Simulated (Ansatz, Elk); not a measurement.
# YFeRh: X-ray structure factors from the self-consistent density, part 2 of 2

Structure refinements treat a crystal as free atoms side by side. For a made-up structure of YFeRh (cell and positions from a PBE relaxation) the runs below show what the calculated density changes in F(hkl).

Elk 11.2.3 (patched build); all-electron DFT.

So far: The structure; Ground state and structure factors; The magnetisation density.

The structure was built from a prototype and need not be the compound's stable phase.

## 4. The highest occupied states alone

Level of this step: DFT, PBE, all-electron APW+lo, Dirac cores, scalar-relativistic bands, static density, ferromagnetic start (Elk).

An energy window below the Fermi level keeps the highest occupied states, to see at which angles they scatter; shallow core shells can lie inside it and anion s states outside. No new self-consistency is needed.

The input, elk.in:

```
tasks
  195

xctype
  20

spinpol
  .true.

rgkmax
  7.0

gmaxvr
  14.0

lmaxo
  7

lmaxapw
  8

swidth
  0.002

tshift
  .false.

ramdisk
  .false.

hmaxvr
  5.5

maxscl
  120

epspot
  1e-06

reducebf
  0.8

wsfac
  -0.054670 0.612830

sppath
  './'

avec
  -4.72170822572 5.27297248348 7.01253134334
  4.72170822572 -5.27297248348 7.01253134334
  4.72170822572 5.27297248348 -7.01253134334

atoms
  3
  'Rh.in'
  2
  0.0000000000 0.0000000000 -0.0000000000   0.000000 0.000000 0.000000
  0.5000000000 0.0000000000 0.5000000000   0.000000 0.000000 0.000000
  'Y.in'
  2
  0.8700241282 0.6200241282 0.2500000000   0.000000 0.000000 0.000000
  0.1299758718 0.3799758718 0.7500000000   0.000000 0.000000 0.000000
  'Fe.in'
  2
  0.5000000000 0.5000000000 0.5000000000   0.000000 0.000000 -0.120000
  0.5000000000 -0.0000000000 -0.0000000000   0.000000 0.000000 -0.120000

ngridk
  5 5 5
```

Run with:

```bash
> OMP_NUM_THREADS=4 elk
```

Numbers of over 12 decimals in the logs are rounded to 6 here.

What it wrote:

```text
┌─────────────────────────────────┐
│ Elk code version 11.2.3 started │
└─────────────────────────────────┘

Info(readinput): the functional depends on the density's gradient
 muffin-tin radial points multiplied by    2.00000
 (not where nrmtscf is given)

┌────────────────────┐
│ Current task : 195 │
└────────────────────┘
Info(checkmt): changed muffin-tin radius of species 1 (Rh) from   2.6000 to   2.5979
Info(checkmt): changed muffin-tin radius of species 3 (Fe) from   2.4000 to   2.3339

Info(sfacrho): density structure factors written to SFACRHO.OUT

 Energy window :  -0.5467000000E-01  0.6128300000

┌──────────────────┐
│ Elk code stopped │
└──────────────────┘
```

Wall time 7.6 s (4 threads of AMD EPYC 9R45 (Zen 5), shared host); peak memory 0.3 GiB; 14 s of CPU time.

States within 10 eV below the Fermi level hold 40.00 electrons; any levels below the window count with the cores. Their amplitudes can exceed the total, where window and core parts have opposite phase:

```csv
hkl,sin θ/λ (Å⁻¹),"abs F, window","abs F, all"
011,0.112,10.967,0.841
101,0.121,11.132,31.333
110,0.134,0.000,0.000
002,0.135,0.289,38.913
020,0.179,0.982,30.291
112,0.190,0.086,61.810
200,0.200,1.085,92.851
121,0.216,5.890,113.477
013,0.221,7.260,84.277
022,0.224,12.211,103.410
```

## 5. Another functional

The difference from free atoms is small, so it is set against the change that LDA (Perdew-Wang) makes.

elk.in: that of step 4 with these lines changed.

```diff
@@ -1,6 +1,8 @@
 tasks
+  0
   195
+  196
 
 xctype
-  20
+  3
 
@@ -42,5 +44,2 @@
 
-wsfac
-  -0.054670 0.612830
-
 sppath
```

Run with:

```bash
> OMP_NUM_THREADS=4 elk
```

What it wrote:

```text
┌─────────────────────────┐
│ Elk code version 11.2.3 │
└─────────────────────────┘

All units are atomic (Hartree, Bohr, etc.)

┌─────────────────────────────────────────────────┐
│ Ground-state run starting from atomic densities │
└─────────────────────────────────────────────────┘

Lattice vectors :
  -4.721708226       5.272972483       7.012531343
   4.721708226      -5.272972483       7.012531343
   4.721708226       5.272972483      -7.012531343

Reciprocal lattice vectors :
 -0.3831602237E-18  0.5957915888      0.4479969500
[...]
total calculated charge     :    219.9996330
 total charge                :    220.0000000
 error                       :   0.3669547193E-03

Moments :
 interstitial                :  -0.2206975475
 muffin-tins
  species : 1 (Rh)
[...]
species : 2 (Y)
[...]
species : 3 (Fe)
   atom 1                    :    2.286142400
   atom 2                    :    2.286142400
 total in muffin-tins        :    4.814099900
 total moment                :    4.593402352

┌──────────────────────────────┐
│ Self-consistent loop stopped │
└──────────────────────────────┘

Wrote STATE.OUT
[key lines of the parts left out:]
total energy                :     -18866.490376382
```

Elapsed: 2.3 min, on 4 threads; peak memory 0.48 GiB; 8.6 min of CPU time.

Against the first run R = 0.03 %; the largest change is -0.055 at 200. The moment goes from 4.83 to 4.59 μB.

## 6. Basis size

The basis and the expansions that go with it are enlarged, to see whether the differences are converged.

elk.in: that of step 5 with these lines changed.

```diff
@@ -6,3 +6,3 @@
 xctype
-  3
+  20
 
@@ -12,12 +12,12 @@
 rgkmax
-  7.0
+  8.5
 
 gmaxvr
-  14.0
+  18.0
 
 lmaxo
-  7
+  9
 
 lmaxapw
-  8
+  10
```

Run with:

```bash
> OMP_NUM_THREADS=4 elk
```

What it wrote:

```text
┌─────────────────────────┐
│ Elk code version 11.2.3 │
└─────────────────────────┘

All units are atomic (Hartree, Bohr, etc.)

┌─────────────────────────────────────────────────┐
│ Ground-state run starting from atomic densities │
└─────────────────────────────────────────────────┘

Lattice vectors :
  -4.721708226       5.272972483       7.012531343
   4.721708226      -5.272972483       7.012531343
   4.721708226       5.272972483      -7.012531343

Reciprocal lattice vectors :
 -0.3831602237E-18  0.5957915888      0.4479969500
[...]
total calculated charge     :    219.9999598
 total charge                :    220.0000000
 error                       :   0.4018287990E-04

Moments :
 interstitial                :  -0.3380107992
 muffin-tins
  species : 1 (Rh)
[...]
species : 2 (Y)
[...]
species : 3 (Fe)
   atom 1                    :    2.449360724
   atom 2                    :    2.449360724
 total in muffin-tins        :    5.143091708
 total moment                :    4.805080909

┌──────────────────────────────┐
│ Self-consistent loop stopped │
└──────────────────────────────┘

Wrote STATE.OUT
[key lines of the parts left out:]
total energy                :     -18887.680961084
```

The job ended after 7 min (4 threads; peak memory 0.9 GiB).

Against the first run R = 0.01 %; the largest change is -0.028 at 400. The moment goes from 4.83 to 4.81 μB.

## 7. Settings against the effect

```csv
run,R against the first run (%),"R against neutral atoms, low angle (%)",wall time
"PBE, rgkmax 7",0.00,0.67,4.2 min
LDA (Perdew-Wang),0.03,0.70,2.3 min
rgkmax 8.5 with larger expansions,0.01,0.66,7 min
```

## 8. What came out

```
R against neutral atoms, sin θ/λ < 0.3 Å⁻¹ : 0.67 %
R against neutral atoms, 0.3 to 0.64 Å⁻¹   : 0.25 %
```

What this shows: Independent neutral atoms miss the calculated amplitudes by R = 0.67 % below 0.3 Å⁻¹ and 0.25 % from there to 0.64 Å⁻¹; by shells, 0.96 % below 0.15 Å⁻¹ (3 forms), 0.66 % 0.15 to 0.3 (14 forms), 0.26 % 0.3 to 0.45 (36 forms), 0.24 % above 0.45 (87 forms). Bonding, aspherical density and the tables' own atoms all enter these figures, and the runs don't part them. The largest change of an amplitude is -1.02 electrons, at 202. Weak lines can change much in proportion: 011 goes from 1.11 to 0.84. The magnetic order is that of the start. No other order was tried here, and an antiferromagnetic one would change or move the magnetic intensity. The window's part falls from 40.0 electrons at the origin to at most 2.46 between 0.45 and 0.64 Å⁻¹, where compact states inside the window still scatter. Below 0.3 Å⁻¹ the changes that finished (LDA (Perdew-Wang) and rgkmax 8.5 with larger expansions) move F by R = 0.03 % at most, against the 0.67 % that separates it from free atoms. The magnetic factors move by R = 7.3 % (LDA (Perdew-Wang)) and 0.4 % (rgkmax 8.5 with larger expansions), so they aren't settled to better than that. The k-mesh has no finished test. Part of the difference isn't bonding: the tables are fits to free atoms and ions calculated by other methods than this functional. Thermal motion, anomalous dispersion and extinction are left out.

[Logs are printed without paths, hosts, clocks, repeated set-up lines and the standing remarks that a program may print on its own settings, such as how far it seeks lower states.]

[Hosts, paths, dates, database ids (printed as entryN), source tags and the programs' standing remarks are cut or masked in the printed files.]
